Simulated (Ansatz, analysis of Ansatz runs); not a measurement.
# Charge-transition level of substitutional B in diamond (PBE), part 2 of 2

How near does this set-up come to the measured charge-transition level? Subject: substitutional B in diamond. Set-up: PBE, 64-site cell, PBE lattice, 420 eV, k: the single point 1/4 1/4 1/4 then 2x2x2 shifted 0.5 0.5 0.5. The model is a cell of 64 host atoms with 1 C taken out and 1 B put in. The level is the Fermi energy at which two charge states have equal formation energy, after a correction for the images of the charge. A local or semilocal functional is the cheapest first rung.

Ansatz 0.2.0; PBE, 64-site cell, PBE lattice, 420 eV, k: the single point 1/4 1/4 1/4 then 2x2x2 shifted 0.5 0.5 0.5.

So far: The starting structure; Relaxation, charge 0.

### Step 3. Relaxation, charge −1

Level of this step: plane-wave PAW DFT, PBE; relaxation of all atoms of a defect supercell (Ansatz).

The input displaces the atoms at random before the relaxation, so that it can leave a symmetric saddle if there is one.

Contents of relax1/input.yaml:

```yaml
relax:
  f_tol: 0.02
  max_steps: 80
  random_displacement: { amplitude: 0.05, seed: 675 }
crystal:
  lattice:
    - [7.14316351, 0.0, 0.0]
    - [0.0, 7.14316351, 0.0]
    - [0.0, 0.0, 7.14316351]
  atoms:
    - { symbol: C, position: [0.0, 0.0, 0.25] }
    - { symbol: C, position: [0.0, 0.25, 0.0] }
[... 1 atom line left out ...]
    - { symbol: C, position: [0.25, 0.25, 0.25] }
[... 3 atom lines left out ...]
    - { symbol: B, position: [0.375, 0.375, 0.375] }
[... 12 atom lines left out ...]
    - { symbol: C, position: [0.125, 0.625, 0.375] }
[... 1 atom line left out ...]
    - { symbol: C, position: [0.375, 0.625, 0.125] }
[... 3 atom lines left out ...]
    - { symbol: C, position: [0.25, 0.5, 0.5] }
[... 3 atom lines left out ...]
    - { symbol: C, position: [0.375, 0.625, 0.625] }
[... 5 atom lines left out ...]
    - { symbol: C, position: [0.625, 0.125, 0.375] }
    - { symbol: C, position: [0.625, 0.375, 0.125] }
[... 3 atom lines left out ...]
    - { symbol: C, position: [0.5, 0.25, 0.5] }
[... 3 atom lines left out ...]
    - { symbol: C, position: [0.625, 0.375, 0.625] }
[... 2 atom lines left out ...]
    - { symbol: C, position: [0.5, 0.5, 0.25] }
[... 3 atom lines left out ...]
    - { symbol: C, position: [0.625, 0.625, 0.375] }
[... 10 atom lines left out ...]
    - { symbol: C, position: [0.875, 0.875, 0.875] }
  host:
    repeats: [2, 2, 2]
    atoms:
      - { symbol: C, position: [0.0, 0.0, 0.5] }
      - { symbol: C, position: [0.0, 0.5, 0.0] }
      # ... 6 more atoms of the perfect host
total_charge: -1
basis:
  ecutwfc: 420
  xc_grid: 2
hamiltonian:
  xc: pbe
kpoints:
  mp_grid: { grid: [1, 1, 1], shift: [0.25, 0.25, 0.25] }
scf:
  occupations: { method: fermi_dirac, width: 0.01 }
  max_iter: 120
output:
  forces: true
  charged_corrections:
    epsilon: 5.85
    static_epsilon: 5.85
    defect_position: [0.375, 0.375, 0.375]
checkpoint:
  write: "../relax1.run"
  compress: false
  write_wavefunctions: true
  write_every: 100000
```

Started as:

```bash
ansatz run input.yaml --threads 2 --pin off --max-ram 3768MiB --backend cpu --events-out ev --progress --plain --runs-dir out
```

Numbers of over 12 decimals in the logs are rounded to 6 here.

Output:

```text
[...]
Crystal: 64 atoms, lattice volume = 364.478 Å³
Basis set: ecut = 420 eV, 7123 PW (Γ), exchange–correlation on 96×96×96 points (8 copies of the dense FFT grid, shifted against one another)
Bands: 192, of which v1, the nominal top of the filled ones, is band 128 counted from 1 (127 counted from 0)
Symmetry: 1 space group operations
k-points: 1
[...]
SCF iter   1: F=—  HF=-15939.288395 eV  |F-HF|=—  |Δ(HF+E_count)|=         —  Δρ=5.68e-3  dr2=2.21e-1  ethr=1.77e-3  ⟨swp⟩=5.0  Hψ=769  notcnv=0  defer=51
[...]
SCF iter   6: F=-15939.247214 eV  HF=-15939.247215 eV  |F-HF|=1.13e-7  |Δ(HF+E_count)|=   2.47e-6  Δρ=1.04e-5  dr2=3.30e-7  ethr=1.58e-9  ⟨swp⟩=1.0  Hψ=461  notcnv=0
SCF 1 converged in 6 iterations: F = -15939.247214 eV  dr2 = 3.30e-7
[...]
--- Relaxed structure (5 steps of the walk, 5 accepted, 0 SCFs on fresh bases) ---
  F+E_penalty+E_count = -15942.53886679 eV   max|allowed force component| = 8.078e-3 eV/Å
  atoms:
    - { symbol: C, position: [0.000117, -0.000500, 0.250561] }
    - { symbol: C, position: [0.000118, 0.250437, -0.000368] }
    [... 1 atom left out ...]
    - { symbol: C, position: [0.247728, 0.247109, 0.247248] }
    - { symbol: C, position: [0.125356, 0.124739, 0.374020] }
    [... 1 atom left out ...]
    - { symbol: C, position: [0.374518, 0.124741, 0.124868] }
    - { symbol: B, position: [0.376028, 0.375401, 0.375524] }
    [... 6 atoms left out ...]
    - { symbol: C, position: [0.377103, 0.124504, 0.625951] }
    [... 5 atoms left out ...]
    - { symbol: C, position: [0.125122, 0.625838, 0.376606] }
    [... 5 atoms left out ...]
    - { symbol: C, position: [0.247383, 0.502881, 0.503005] }
    [... 3 atoms left out ...]
    - { symbol: C, position: [0.374411, 0.625652, 0.625767] }
    [... 10 atoms left out ...]
    - { symbol: C, position: [0.503497, 0.246760, 0.502989] }
    [... 6 atoms left out ...]
    - { symbol: C, position: [0.503488, 0.502871, 0.246883] }
    [... 15 atoms left out ...]
[key lines of the parts left out:]
SCF converged after 4 iterations
Free energy (F): -15942.538867 eV
Fermi energy:    15.459053 eV
```

Elapsed: 21 s, on 2 threads of Intel Xeon Platinum 8259CL at 2.50GHz (Skylake/Cascade Lake), shared host; peak memory 0.75 GiB.

The steps of the relaxation:

| step | energy less that of the first step (eV) | largest force component (eV/Å) |
| --- | --- | --- |
| 1 | 0.0000 | 3.0391 |
| 2 | -2.6704 | 1.6189 |
| 3 | -3.2890 | 0.1623 |
| 4 | -3.2915 | 0.0304 |
| 5 | -3.2917 | 0.0081 |

The atoms that moved most (Å, from the sites as typed, ahead of the random displacement, the mean shift of all atoms taken out):

| atom | dx | dy | dz | length |
| --- | --- | --- | --- | --- |
| C27 | -0.024 | 0.020 | 0.020 | 0.037 |
| C49 | 0.020 | 0.020 | -0.024 | 0.037 |
| C42 | 0.020 | -0.024 | 0.020 | 0.037 |
| C4 | -0.021 | -0.021 | -0.021 | 0.037 |
| C37 | 0.005 | -0.004 | 0.010 | 0.012 |
| C23 | 0.010 | 0.005 | -0.004 | 0.012 |
| C14 | -0.004 | 0.010 | 0.005 | 0.012 |
| C21 | -0.004 | 0.006 | 0.010 | 0.012 |

Neighbours of B8 at the end:

| atom | distance (Å) |
| --- | --- |
| C49 | 1.582 |
| C42 | 1.582 |
| C27 | 1.582 |
| C4 | 1.587 |
| C46 | 2.528 |
| C53 | 2.528 |
| C31 | 2.528 |
| C38 | 2.532 |
| C7 | 2.532 |
| C37 | 2.532 |
| C15 | 2.532 |
| C23 | 2.532 |
| C6 | 2.532 |
| C5 | 2.532 |
| C14 | 2.532 |
| C21 | 2.532 |

This step gave:

* free energy: -15942.5389 eV

The relaxation ends 51 meV an atom lower than the displaced start, with a largest force component of 0.0081 eV/Å.

### Step 4. Single point, charge 0

The relaxed structure is kept, and the final numbers are taken at the final level and k-points.

This step: plane-wave PAW DFT, PBE; single point of a defect supercell.

Contents of point0/input.yaml:

```yaml
crystal:
  lattice:
    - [7.14316351, 0.0, 0.0]
    - [0.0, 7.14316351, 0.0]
    - [0.0, 0.0, 7.14316351]
  atoms:
    - { symbol: C, position: [0.000331509, -0.000783038, 0.250695204] }
    - { symbol: C, position: [0.000220253, 0.250133402, -0.000284392] }
[... 1 atom line left out ...]
    - { symbol: C, position: [0.247959936, 0.246530296, 0.247465026] }
    - { symbol: C, position: [0.124805062, 0.124821126, 0.373814837] }
    - { symbol: C, position: [0.124833011, 0.374210099, 0.124340119] }
    - { symbol: C, position: [0.374300785, 0.124825698, 0.124317983] }
    - { symbol: B, position: [0.373325136, 0.377058612, 0.372858152] }
[... 6 atom lines left out ...]
    - { symbol: C, position: [0.375552095, 0.125664017, 0.624843929] }
[... 5 atom lines left out ...]
    - { symbol: C, position: [0.124774414, 0.625815204, 0.375388038] }
[... 5 atom lines left out ...]
    - { symbol: C, position: [0.248120253, 0.502026758, 0.505100001] }
[... 9 atom lines left out ...]
    - { symbol: C, position: [0.625344609, 0.125662432, 0.375074304] }
[... 4 atom lines left out ...]
    - { symbol: C, position: [0.505782572, 0.245772745, 0.505269439] }
[... 3 atom lines left out ...]
    - { symbol: C, position: [0.625774723, 0.374560833, 0.625287875] }
[... 2 atom lines left out ...]
    - { symbol: C, position: [0.50559987, 0.502022444, 0.247617334] }
[... 14 atom lines left out ...]
    - { symbol: C, position: [0.875442084, 0.875357486, 0.874954972] }
  host:
    repeats: [2, 2, 2]
    atoms:
      - { symbol: C, position: [0.0, 0.0, 0.5] }
      - { symbol: C, position: [0.0, 0.5, 0.0] }
      # ... 6 more atoms of the perfect host
basis:
  ecutwfc: 420
  xc_grid: 2
hamiltonian:
  xc: pbe
kpoints:
  mp_grid: { grid: [2, 2, 2], shift: [0.5, 0.5, 0.5] }
magnetization:
  spin_polarized: true
  initial_magnetization: 1
  spin_locking: { lock_magnetization: hard }
scf:
  occupations: { method: fermi_dirac, width: 0.01 }
  max_iter: 120
output:
  forces: true
  charged_corrections:
    epsilon: 5.85
    static_epsilon: 5.85
    defect_position: [0.375, 0.375, 0.375]
  eigenvalues: true
checkpoint:
  read: "../relax0.run"
  write: "../point0.run"
  compress: false
  write_wavefunctions: true
  write_every: 100000
```

Output:

```text
[...]
Crystal: 64 atoms, lattice volume = 364.478 Å³
Basis set: ecut = 420 eV, 7123 PW (Γ), exchange–correlation on 96×96×96 points (8 copies of the dense FFT grid, shifted against one another)
Bands: 192, of which v1, the nominal top of the filled ones, is band 128 counted from 1 (127 counted from 0)
Symmetry: 1 space group operations
[...]
k-points: 4 of 8 (time reversal used)
[...]
Starting moments: Σ|m| = 1 μB on 64 of 64 sites; this step starts from the density that it was given
[...]
iter 1 solved again at ethr=1.42e-5 eV; its pass at ethr=3.10e-3 eV (dr2=3.63e-2 eV) is discarded
[...]
SCF iter   8: F=-15955.356088 eV  HF=-15955.356088 eV  |F-HF|=2.73e-11  |Δ(HF+E_count)|=  3.86e-10  Δρ=1.74e-7 (↑1.27e-7 ↓1.74e-7)  dr2=1.56e-10  dr2_m=2.78e-11  M=1.000 μB ∫|m|=1.010 μB  ethr=1.00e-12  ⟨swp⟩=2.1  Hψ=2589  notcnv=0
[...]
--- Forces (eV/Å), atoms counted from 1 ---
  atom   1  C     -0.03820296     0.03831780    -0.11014650
  atom   2  C      0.02571813    -0.09203571     0.02588627
  [... 1 atom left out ...]
  atom   4  C     -0.12759981    -0.17623485    -0.13350103
  atom   5  C      0.03721615    -0.02261447     0.06902247
  atom   6  C      0.01816203     0.08736243     0.02108026
  atom   7  C      0.06383186    -0.02348900     0.03968815
  atom   8  B      0.33621058    -0.09579603     0.34151081
  [... 6 atoms left out ...]
  atom  15  C      0.18787899    -0.13163843     0.11888866
  [... 11 atoms left out ...]
  atom  27  C     -0.14538848     0.18892998    -0.25742433
  [... 9 atoms left out ...]
  atom  37  C      0.11619872    -0.13232359     0.18557402
  [... 4 atoms left out ...]
  atom  42  C     -0.30393780     0.06881411    -0.30165633
  [... 6 atoms left out ...]
  atom  49  C     -0.25462731     0.19143481    -0.15053028
  [... 15 atoms left out ...]
  max |Σ_I F_I| component: 2.18e-6 eV/Å
--- Band table (eV; the first three rows and the last of 8) ---
[...]
[... further k-points left out ...]
[key lines of the parts left out:]
SCF converged after 8 iterations
Magnetization: 1.0000 μB (128.0000 up, 127.0000 down)
Free energy (F): -15955.356088 eV
Fermi energy:    12.792831 (↑ 15.499173, ↓ 12.717871) eV
```

Run time: 48 s. Hardware: 2 threads; peak memory 1.2 GiB; 94 s of CPU time.

The column dr2 measures how far the density is from self-consistency, as an energy; F and HF (Harris–Foulkes) agree once it is small.

Read from the output:

```yaml
free_energy: -15955.3561 eV
smearing_term_ts: 0.005115 eV
total_moment: 1.0000 μB
integral_of_the_absolute_spin_density: 1.010 μB
spin_contamination: 1.74e-4
```

### Step 5. Single point, charge −1

This step: plane-wave PAW DFT, PBE; single point of a defect supercell.

Contents of point1/input.yaml:

```yaml
crystal:
  lattice:
    - [7.14316351, 0.0, 0.0]
    - [0.0, 7.14316351, 0.0]
    - [0.0, 0.0, 7.14316351]
  atoms:
    - { symbol: C, position: [0.000117148, -0.000500228, 0.250561124] }
    - { symbol: C, position: [0.000117548, 0.25043706, -0.000368351] }
[... 1 atom line left out ...]
    - { symbol: C, position: [0.247728097, 0.247109358, 0.247247826] }
    - { symbol: C, position: [0.125356094, 0.124739087, 0.374020175] }
    - { symbol: C, position: [0.125353196, 0.373895109, 0.124867753] }
    - { symbol: C, position: [0.374518435, 0.124741459, 0.124868149] }
    - { symbol: B, position: [0.376028168, 0.375400824, 0.375523538] }
[... 5 atom lines left out ...]
    - { symbol: C, position: [0.125120366, 0.376485797, 0.625955679] }
[... 6 atom lines left out ...]
    - { symbol: C, position: [0.125122117, 0.62583809, 0.376605972] }
[... 1 atom line left out ...]
    - { symbol: C, position: [0.377103811, 0.62583128, 0.12462889] }
[... 3 atom lines left out ...]
    - { symbol: C, position: [0.247382829, 0.5028807, 0.503005343] }
[... 3 atom lines left out ...]
    - { symbol: C, position: [0.374411176, 0.625652404, 0.62576738] }
[... 10 atom lines left out ...]
    - { symbol: C, position: [0.503496657, 0.246760336, 0.502989255] }
[... 6 atom lines left out ...]
    - { symbol: C, position: [0.503488368, 0.502871256, 0.246882688] }
[... 14 atom lines left out ...]
    - { symbol: C, position: [0.875789063, 0.875179642, 0.875304207] }
  host:
    repeats: [2, 2, 2]
    atoms:
      - { symbol: C, position: [0.0, 0.0, 0.5] }
      - { symbol: C, position: [0.0, 0.5, 0.0] }
      # ... 6 more atoms of the perfect host
total_charge: -1
basis:
  ecutwfc: 420
  xc_grid: 2
hamiltonian:
  xc: pbe
kpoints:
  mp_grid: { grid: [2, 2, 2], shift: [0.5, 0.5, 0.5] }
scf:
  occupations: { method: fermi_dirac, width: 0.01 }
  max_iter: 120
output:
  forces: true
  charged_corrections:
    epsilon: 5.85
    static_epsilon: 5.85
    defect_position: [0.375, 0.375, 0.375]
  eigenvalues: true
checkpoint:
  read: "../relax1.run"
  write: "../point1.run"
  compress: false
  write_wavefunctions: true
  write_every: 100000
```

Output:

```text
[...]
Warning: at least one further symmetry operation maps every atom of the structure, as the run holds it, onto an atom to within 1.72e-5 (fractional), and is not used: to satisfy it, and what else the atoms miss by up to 2.00e-5, twice [...]
[...]
Crystal: 64 atoms, lattice volume = 364.478 Å³
Basis set: ecut = 420 eV, 7123 PW (Γ), exchange–correlation on 96×96×96 points (8 copies of the dense FFT grid, shifted against one another)
Bands: 192, of which v1, the nominal top of the filled ones, is band 128 counted from 1 (127 counted from 0)
Symmetry: 1 space group operations
[...]
k-points: 4 of 8 (time reversal used)
[...]
SCF iter   6: F=-15942.531518 eV  HF=-15942.531518 eV  |F-HF|=1.34e-9  |Δ(HF+E_count)|=   9.38e-8  Δρ=2.10e-6  dr2=1.23e-8  ethr=3.91e-11  ⟨swp⟩=9.0  Hψ=2614  notcnv=0
SCF 1 converged in 6 iterations: F = -15942.531518 eV  dr2 = 1.23e-8
[...]
SCF converged after 6 iterations
Free energy (F): -15942.531518 eV
[...]
Internal energy: -15942.531518 eV  (E = F + TS)
E sigma→0 (E₀):  -15942.531518 eV
Fermi energy:    15.486990 eV
[...]
--- Forces (eV/Å), atoms counted from 1 ---
  atom   1  C      0.04440897     0.04590270     0.04808996
  atom   2  C      0.04418400     0.04637398     0.04462270
  [... 1 atom left out ...]
  atom   4  C      0.06326863     0.06388321     0.05993970
  atom   5  C     -0.07333894    -0.07367004    -0.04154721
  atom   6  C     -0.07255435    -0.04169486    -0.07311433
  atom   7  C     -0.04372565    -0.07395432    -0.07304605
  atom   8  B     -0.11598531    -0.11229641    -0.11169588
  [... 5 atoms left out ...]
  atom  14  C     -0.04463702    -0.05638767    -0.07538583
  [... 6 atoms left out ...]
  atom  21  C     -0.04478857    -0.07672329    -0.05513050
  [... 5 atoms left out ...]
  atom  27  C      0.09539749     0.08068028     0.07915212
  [... 14 atoms left out ...]
  atom  42  C      0.08109800     0.09621189     0.08445833
  [... 6 atoms left out ...]
  atom  49  C      0.08316885     0.08282869     0.09617984
  [... 15 atoms left out ...]
  max |Σ_I F_I| component: 2.82e-5 eV/Å
--- Charged-cell corrections in eV (Makov–Payne, q = -1.000 e, ε = 5.850) ---
[...]
E_corr1          = +0.488855  (monopole, q²α_M/2εL)
[...]
--- Band table (eV) ---
[...]
[... further k-points left out ...]
```

Run time: 20 s. Hardware: 2 threads; peak memory 1 GiB.

Read from the output:

```
free energy : -15942.5315 eV
```

### Step 6. Charge-transition levels

A charged cell feels its images and has its own zero of potential; this step corrects both and places the level between the host's band edges.

This step: place-levels on PBE runs: charge-transition levels with image-charge correction and potential alignment at the atomic sites.

Contents of levels.yaml:

```yaml
host:
  run: host.point.run
states: [point0.run, point1.run]
geometry_from:
  point0.run: relax0.run
  point1.run: relax1.run
  host.point.run: host.relax.run
```

Started as:

```bash
ansatz place-levels levels.yaml -- --threads 2 --pin off --max-ram 3768MiB
```

Output:

```text
(0/-1) 0.016 eV beneath the valence edge, in the valence band
  edges by pbe, gap 4.078 eV; the host is sampled to repeats of 20.20 Å
  the defect's cells are sampled to repeats of 20.20 Å, like sampling
  charge 0: +0.000 eV for its dipole among its images, +0.000 omitted
  states[0] (point0.run): levels filled in part (TS 0.005 eV): its energy is of no whole electron's
  charge -1: -15942.0810 eV with its correction of +0.451 eV, at epsilon 5.85, aligned at sites: +0.0383 eV, mean over 35 atomic sites at or beyond 3.57 Å from the host's site at [0.3751, 0.3751, 0.3751] by the defect at [0.3750, 0.3750, 0.3750], with [...]
  of states[0] (point0.run): its alignment with the host at atomic sites is doubtful: the mean over the far sites moves by +0.0560 eV from their farther parts to their nearer, more than 0.05 eV. [...]
  of states[1] (point1.run): how wide its charge is, is not read beside other atoms or cores, and a band state would take no correction. [...]
```

Wall time 0.22 s (2 threads).

Numbers from this step:

```
gap : 4.078 eV
```

### Step 7. Outcome

```
static dielectric constant used         : 5.8
band gap of the host                    : 4.08 eV
(0/-1) level above the valence-band top : -0.02 eV
time of the whole chain                 : 3.7 min on 2 threads
```

What this shows: (0/-1) level above the valence-band top: computed -0.02 eV, measured 0.368 eV; 0.38 eV below the measurement. The computed level lies at or beyond a band edge, so this set-up gives no level clear of the bands. The level is counted in a gap of 4.08 eV, and the correction is screened by a dielectric constant of 5.8 from a linear-response run on the host (PBE). The bound state has a long tail, so in cells of 64 to 216 sites the impurity band still disperses by tenths of an eV and the level moves with cell and k-points. Levels hang on the band edges, which semilocal functionals place too close together. Limits: the periodic copies of the defect are only 7.1 Å apart.

[Logs are printed without paths, hosts, clocks, repeated set-up lines and the standing remarks that a program may print on its own settings, such as how far it seeks lower states.]

[Hosts, paths, dates, database ids (printed as entryN), source tags and the programs' standing remarks are cut or masked in the printed files.]

[For some hosts the program warned that the k-mesh of the response run may be too coarse for force constants and the static dielectric constant; such warnings are not shown here.]
